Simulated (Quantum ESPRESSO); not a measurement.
## KCaF3 (Pm-3m): third-order response

Which lines does KCaF3 (Pm-3m) show in Raman and infrared spectra?

Method: DFT LDA, scalar-relativistic, plane waves, PseudoDojo norm-conserving pseudopotentials, in Quantum ESPRESSO 8.0 development, patched.

## 1. Set-up

Symmetry: Pm-3m, No. 221, cubic system. The conventional cell has a = 4.482 Å, b = 4.482 Å, c = 4.482 Å, α = 90.00°, β = 90.00°, γ = 90.00°. K has 12 F at 3.17 Å nearest. Nearest to Ca lie 6 F at 2.24 Å. Nearest to F lie 2 Ca at 2.24 Å and 4 K at 3.17 Å. Farther neighbours and most contacts between anions are not listed.

## 2. A probe with smearing

Before anything dear is run, a loose run with smearing shows whether this is a metal and how far the cell is from rest.

Input file probe.in:

```
&control
   calculation = 'scf'
   prefix = 'x'
   outdir = './tmp'
   pseudo_dir = './pseudo'
   tprnfor = .true.
   tstress = .true.
   verbosity = 'high'
/
&system
   ibrav = 1
   celldm(1) = 8.46923471
   nat = 5
   ntyp = 3
   ecutwfc = 84.0
   occupations = 'smearing'
   smearing = 'gaussian'
   degauss = 0.01
/
&electrons
   conv_thr = 1.0d-07
   mixing_beta = 0.7
   electron_maxstep = 100
/
ATOMIC_SPECIES
 K      39.0983  K.upf
 Ca     40.0780  Ca.upf
 F      18.9984  F.upf
ATOMIC_POSITIONS crystal
 K      0.500000000   0.500000000   0.500000000
 Ca     0.000000000   0.000000000   0.000000000
 F      0.000000000   0.500000000   0.000000000
 F      0.000000000   0.000000000   0.500000000
 F      0.500000000   0.000000000   0.000000000
K_POINTS automatic
 4 4 4 0 0 0
```

Started as:

```console
> OMP_NUM_THREADS=1 mpirun -n 4 pw.x -nk 4 -in probe.in > probe.out
```

The log of the run:

```text
[banners, grids, parts of the stress and lines that vanish by symmetry left out]
Program PWSCF v.8.0dev
     bravais-lattice index     =            1
     lattice parameter (alat)  =       8.4692  a.u.
[...]
kinetic-energy cutoff     =      84.0000  Ry
     charge density cutoff     =     336.0000  Ry
     scf convergence threshold =      1.0E-07
[...]
Exchange-correlation= SLA-PW-NOGX-NOGC
                           (   1   4   0   0   0   0   0)
[...]
48 Sym. Ops., with inversion, found
[...]
(     0          1          0      )
                  (     0          0          1      )
[...]
(  0.0000000  1.0000000  0.0000000 )
                  (  0.0000000  0.0000000  1.0000000 )
[...]
(     0         -1          0      )
                  (     0          0          1      )
[...]
( -1.0000000  0.0000000  0.0000000 )
                  (  0.0000000  1.0000000  0.0000000 )
[...]
number of k points=    10  Gaussian smearing, width (Ry)=  0.0100
[...]
End of self-consistent calculation
[...]
the Fermi energy is     3.7681 ev
!    total energy              =    -285.40278404 Ry
[...]
convergence has been achieved in   8 iterations
[...]
atom    1 type  1   force =     0.00000000    0.00000000    0.00000000
     atom    2 type  2   force =     0.00000000    0.00000000    0.00000000
     atom    3 type  3   force =     0.00000000    0.00000000    0.00000000
     atom    4 type  3   force =     0.00000000    0.00000000    0.00000000
     atom    5 type  3   force =     0.00000000    0.00000000    0.00000000
[...]
Total force =     0.000000     Total SCF correction =     0.000000
[...]
total   stress  (Ry/bohr**3)                   (kbar)     P=      -54.40
[...]
XML data file, charge density, pseudopotentials, collected wavefunctions

   JOB DONE.
```

Wall time 4.8 s (4 MPI ranks of AMD EPYC 9R45 (Zen 5), shared host); 19 s of CPU time.

This step gave:

* volume per atom: 18.00 Å³
* pressure: -5.44 GPa
* gap on the k-mesh: 5.823 eV

A gap of 5.8 eV opens on this mesh, so the crystal is taken as an insulator; the start stands at -5.4 GPa.

## 3. Relaxation

The relaxation runs at a cutoff a fifth above that of the response, since stress converges more slowly with the basis than frequencies do. Forces and stress are brought to rest with tight thresholds.

Input file relax.in:

```
&control
   calculation = 'vc-relax'
   prefix = 'x'
   outdir = './tmp'
   pseudo_dir = './pseudo'
   tprnfor = .true.
   tstress = .true.
   forc_conv_thr = 2.0d-05
   etot_conv_thr = 1.0d-07
   nstep = 40
/
&system
   ibrav = 1
   celldm(1) = 8.46923471
   nat = 5
   ntyp = 3
   ecutwfc = 101
   occupations = 'fixed'
   nbnd = 22
/
&electrons
   conv_thr = 1.0d-11
   mixing_beta = 0.7
   electron_maxstep = 100
/
&ions
/
&cell
   press_conv_thr = 0.2
/
ATOMIC_SPECIES
 K      39.0983  K.upf
 Ca     40.0780  Ca.upf
 F      18.9984  F.upf
ATOMIC_POSITIONS crystal
 K      0.500000000   0.500000000   0.500000000
 Ca     0.000000000   0.000000000   0.000000000
 F      0.000000000   0.500000000   0.000000000
 F      0.000000000   0.000000000   0.500000000
 F      0.500000000   0.000000000   0.000000000
K_POINTS automatic
 6 6 6 0 0 0
```

Started as:

```console
> OMP_NUM_THREADS=1 mpirun -n 4 pw.x -nk 4 -in relax.in > relax.out
```

The log of the run:

```text
[banners, grids, parts of the stress and lines that vanish by symmetry left out]
[banner, memory and clock lines left out]
Program PWSCF v.8.0dev

[...]
kinetic-energy cutoff     =     101.0000  Ry
     charge density cutoff     =     404.0000  Ry
     scf convergence threshold =      1.0E-11
[...]
energy convergence thresh.=      1.0E-07
     force convergence thresh. =      2.0E-05
     press convergence thresh. =      2.0E-01
     Exchange-correlation= SLA-PW-NOGX-NOGC
                           (   1   4   0   0   0   0   0)
[...]
48 Sym. Ops., with inversion, found
[...]
number of k points=    20
[...]
c_bands: 1 eigenvalues not converged on the other pools
[...]
c_bands:  1 eigenvalues not converged
     c_bands: 1 eigenvalues not converged on the other pools
[...]
End of self-consistent calculation
[...]
highest occupied, lowest unoccupied level (ev):     0.8031    6.6263
!    total energy              =    -285.40287209 Ry
[...]
convergence has been achieved in  14 iterations
[...]
atom    1 type  1   force =     0.00000000    0.00000000    0.00000000
     atom    2 type  2   force =     0.00000000    0.00000000    0.00000000
     atom    3 type  3   force =     0.00000000    0.00000000    0.00000000
     atom    4 type  3   force =     0.00000000    0.00000000    0.00000000
     atom    5 type  3   force =     0.00000000    0.00000000    0.00000000
     Total force =     0.000000     Total SCF correction =     0.000000
[...]
total   stress  (Ry/bohr**3)                   (kbar)     P=      -54.43
[...]
number of bfgs steps    =   0
[...]
CELL_PARAMETERS (alat=  8.46923471)
[...]
ATOMIC_POSITIONS (crystal)
K                0.5000000000        0.5000000000        0.5000000000
Ca               0.0000000000        0.0000000000        0.0000000000
F                0.0000000000        0.5000000000        0.0000000000
F                0.0000000000        0.0000000000        0.5000000000
[...]
New effective cutoffs (rho, wfc):  411.57  102.89
[...]
c_bands: 1 eigenvalues not converged on the other pools
[...]
c_bands: 1 eigenvalues not converged on the other pools
[...]
End of self-consistent calculation
[...]
highest occupied, lowest unoccupied level (ev):     0.9998    6.9455
!    total energy              =    -285.40845885 Ry
[...]
convergence has been achieved in   9 iterations
[...]
atom    1 type  1   force =     0.00000000    0.00000000    0.00000000
     atom    2 type  2   force =     0.00000000    0.00000000    0.00000000
     atom    3 type  3   force =     0.00000000    0.00000000    0.00000000
     atom    4 type  3   force =     0.00000000    0.00000000    0.00000000
     atom    5 type  3   force =     0.00000000    0.00000000    0.00000000
     Total force =     0.000000     Total SCF correction =     0.000000
[...]
total   stress  (Ry/bohr**3)                   (kbar)     P=      -43.66
[...]
number of bfgs steps    =   1
[...]
CELL_PARAMETERS (alat=  8.46923471)
[...]
ATOMIC_POSITIONS (crystal)
[...]
New effective cutoffs (rho, wfc):  423.34  105.84
[...]
c_bands:  1 eigenvalues not converged
[...]
c_bands: 1 eigenvalues not converged on the other pools
[...]
End of self-consistent calculation
[...]
number of bfgs steps    =   3
[...]
CELL_PARAMETERS (alat=  8.46923471)
[...]
ATOMIC_POSITIONS (crystal)
[...]
New effective cutoffs (rho, wfc):  435.26  108.82
[...]
End of self-consistent calculation
[...]
highest occupied, lowest unoccupied level (ev):     1.6364    7.9758
!    total energy              =    -285.41615459 Ry
[...]
convergence has been achieved in  10 iterations
[...]
Total force =     0.000000     Total SCF correction =     0.000000
[...]
total   stress  (Ry/bohr**3)                   (kbar)     P=       -0.37
[...]
number of bfgs steps    =   4
[...]
CELL_PARAMETERS (alat=  8.46923471)
[...]
ATOMIC_POSITIONS (crystal)
[...]
New effective cutoffs (rho, wfc):  435.43  108.86
[...]
End of self-consistent calculation
[...]
highest occupied, lowest unoccupied level (ev):     1.6409    7.9832
!    total energy              =    -285.41615498 Ry
[...]
convergence has been achieved in   7 iterations
[...]
Total force =     0.000000     Total SCF correction =     0.000000
[...]
total   stress  (Ry/bohr**3)                   (kbar)     P=       -0.00
[...]
number of bfgs steps    =   5
[...]
small trust_radius: resetting bfgs history
[...]
CELL_PARAMETERS (alat=  8.46923471)
[...]
ATOMIC_POSITIONS (crystal)
[...]
New effective cutoffs (rho, wfc):  435.43  108.86
[...]
End of self-consistent calculation
[...]
highest occupied, lowest unoccupied level (ev):     1.6410    7.9833
!    total energy              =    -285.41615498 Ry
[...]
convergence has been achieved in   3 iterations
[...]
atom    3 type  3   force =     0.00000000    0.00000000    0.00000000
     atom    4 type  3   force =     0.00000000    0.00000000    0.00000000
     atom    5 type  3   force =     0.00000000    0.00000000    0.00000000
     Total force =     0.000000     Total SCF correction =     0.000000
[...]
total   stress  (Ry/bohr**3)                   (kbar)     P=       -0.00
[...]
bfgs converged in   7 scf cycles and   6 bfgs steps
[...]
End of BFGS Geometry Optimization
     Final enthalpy           =    -285.4161549779 Ry
     File ./tmp/x.bfgs deleted, as requested
[...]
CELL_PARAMETERS (alat=  8.46923471)
[...]
ATOMIC_POSITIONS (crystal)
[...]
F                0.0000000000        0.0000000000        0.5000000000
F                0.5000000000        0.0000000000        0.0000000000
[...]
Final scf calculation at the relaxed structure.
[...]
kinetic-energy cutoff     =     101.0000  Ry
     charge density cutoff     =     404.0000  Ry
     scf convergence threshold =      1.0E-13
[...]
press convergence thresh. =      2.0E-01
     Exchange-correlation= SLA-PW-NOGX-NOGC
                           (   1   4   0   0   0   0   0)
[...]
48 Sym. Ops., with inversion, found
[...]
number of k points=    20
[...]
c_bands: 1 eigenvalues not converged on the other pools
[...]
c_bands: 3 eigenvalues not converged on the other pools
[...]
End of self-consistent calculation
[...]
highest occupied, lowest unoccupied level (ev):     1.6409    7.9833
!    total energy              =    -285.41613845 Ry
[...]
convergence has been achieved in  14 iterations
[...]
atom    1 type  1   force =     0.00000000    0.00000000    0.00000000
     atom    2 type  2   force =     0.00000000    0.00000000    0.00000000
     atom    3 type  3   force =     0.00000000    0.00000000    0.00000000
     atom    4 type  3   force =     0.00000000    0.00000000    0.00000000
     atom    5 type  3   force =     0.00000000    0.00000000    0.00000000
     Total force =     0.000000     Total SCF correction =     0.000000
[...]
total   stress  (Ry/bohr**3)                   (kbar)     P=       -0.07
[...]
XML data file, charge density, pseudopotentials, collected wavefunctions
```

Elapsed: 74 s, on 4 MPI ranks; 4.9 min of CPU time.

The steps of the relaxation:

| step | energy less that of the first step (eV) | largest force (eV/Å) | pressure (GPa) | volume (Å³) |
| --- | --- | --- | --- | --- |
| 1 | 0.0000 | 0.0000 | -5.44 | 90.02 |
| 2 | -0.0760 | 0.0000 | -4.37 | 87.54 |
| 3 | -0.1536 | 0.0000 | -2.41 | 83.92 |
| 4 | -0.1799 | 0.0000 | 0.47 | 79.86 |
| 5 | -0.1807 | 0.0000 | -0.04 | 80.49 |
| 6 | -0.1807 | 0.0000 | 0.00 | 80.45 |
| 7 | -0.1807 | 0.0000 | 0.00 | 80.45 |
| 8 | -0.1805 | 0.0000 | -0.01 | 80.45 |

| conventional cell, symmetrised | before | after | change |
| --- | --- | --- | --- |
| a (Å) | 4.482 | 4.317 | -3.7 % |
| b (Å) | 4.482 | 4.317 | -3.7 % |
| c (Å) | 4.482 | 4.317 | -3.7 % |
| volume (Å³/atom) | 18.00 | 16.09 | -10.6 % |

Final coordinates:

```
CELL_PARAMETERS angstrom
4.31688 0.00000 0.00000
0.00000 4.31688 0.00000
0.00000 0.00000 4.31688
ATOMIC_POSITIONS crystal
K 0.50000 0.50000 0.50000
Ca 0.00000 0.00000 0.00000
F 0.00000 0.50000 0.00000
F 0.00000 0.00000 0.50000
F 0.50000 0.00000 0.00000
```

The last row of the table of steps is pw.x's closing run on a basis chosen anew for the final cell, so its energy can jump.

Read from the output:

* volume per atom: 16.09 Å³
* pressure: -0.007000 GPa
* gap on the k-mesh: 6.342 eV

The volume changes by -10.6 % from the cell with which this run began.

## 4. Self-consistent run for the response

The response is built on this ground state, so it is converged far tighter than an energy would need. With a gap, occupations are fixed, which also allows the response to an electric field.

Input file scf.in:

```
&control
   calculation = 'scf'
   prefix = 'x'
   outdir = './tmp'
   pseudo_dir = './pseudo'
   tprnfor = .true.
   tstress = .true.
/
&system
   ibrav = 1
   celldm(1) = 8.15772259
   nat = 5
   ntyp = 3
   ecutwfc = 84.0
   occupations = 'fixed'
   nbnd = 22
/
&electrons
   conv_thr = 1.0d-12
   mixing_beta = 0.7
   electron_maxstep = 100
/
ATOMIC_SPECIES
 K      39.0983  K.upf
 Ca     40.0780  Ca.upf
 F      18.9984  F.upf
ATOMIC_POSITIONS crystal
 K      0.500000000   0.500000000   0.500000000
 Ca     0.000000000   0.000000000   0.000000000
 F      0.000000000   0.500000000   0.000000000
 F      0.000000000   0.000000000   0.500000000
 F      0.500000000   0.000000000   0.000000000
K_POINTS automatic
 6 6 6 0 0 0
```

Started as:

```console
> OMP_NUM_THREADS=1 mpirun -n 4 pw.x -nk 4 -in scf.in > scf.out
```

The log of the run:

```text
[banners, grids, parts of the stress and lines that vanish by symmetry left out]
[banner, memory and clock lines left out]
Program PWSCF v.8.0dev

[...]
kinetic-energy cutoff     =      84.0000  Ry
     charge density cutoff     =     336.0000  Ry
     scf convergence threshold =      1.0E-12
[...]
Exchange-correlation= SLA-PW-NOGX-NOGC
                           (   1   4   0   0   0   0   0)
[...]
48 Sym. Ops., with inversion, found
[...]
number of k points=    20
[...]
c_bands: 4 eigenvalues not converged on the other pools
[...]
c_bands: 1 eigenvalues not converged on the other pools
[...]
End of self-consistent calculation
[...]
highest occupied, lowest unoccupied level (ev):     1.6409    7.9833
!    total energy              =    -285.41606299 Ry
[...]
convergence has been achieved in  13 iterations
[...]
atom    1 type  1   force =     0.00000000    0.00000000    0.00000000
     atom    2 type  2   force =     0.00000000    0.00000000    0.00000000
     atom    3 type  3   force =     0.00000000    0.00000000    0.00000000
     atom    4 type  3   force =     0.00000000    0.00000000    0.00000000
     atom    5 type  3   force =     0.00000000    0.00000000    0.00000000
     Total force =     0.000000     Total SCF correction =     0.000000
[...]
total   stress  (Ry/bohr**3)                   (kbar)     P=       -0.10
[...]
XML data file, charge density, pseudopotentials, collected wavefunctions
```

Run time: 10 s. Hardware: 4 MPI ranks.

This step gave:

| Property | Result |
| --- | --- |
| pressure | -0.01 GPa |

The cell stands at -0.01 GPa, close enough for phonons.

(Continued in part 2 of 2.)

[Host names and launcher messages were left out of these logs when they were recorded.]

[Logs are printed without paths, hosts, clocks, repeated set-up lines and the standing remarks that a program may print on its own settings, such as how far it seeks lower states.]

[Hosts, paths, dates, database ids (printed as entryN), source tags and the programs' standing remarks are cut or masked in the printed files.]
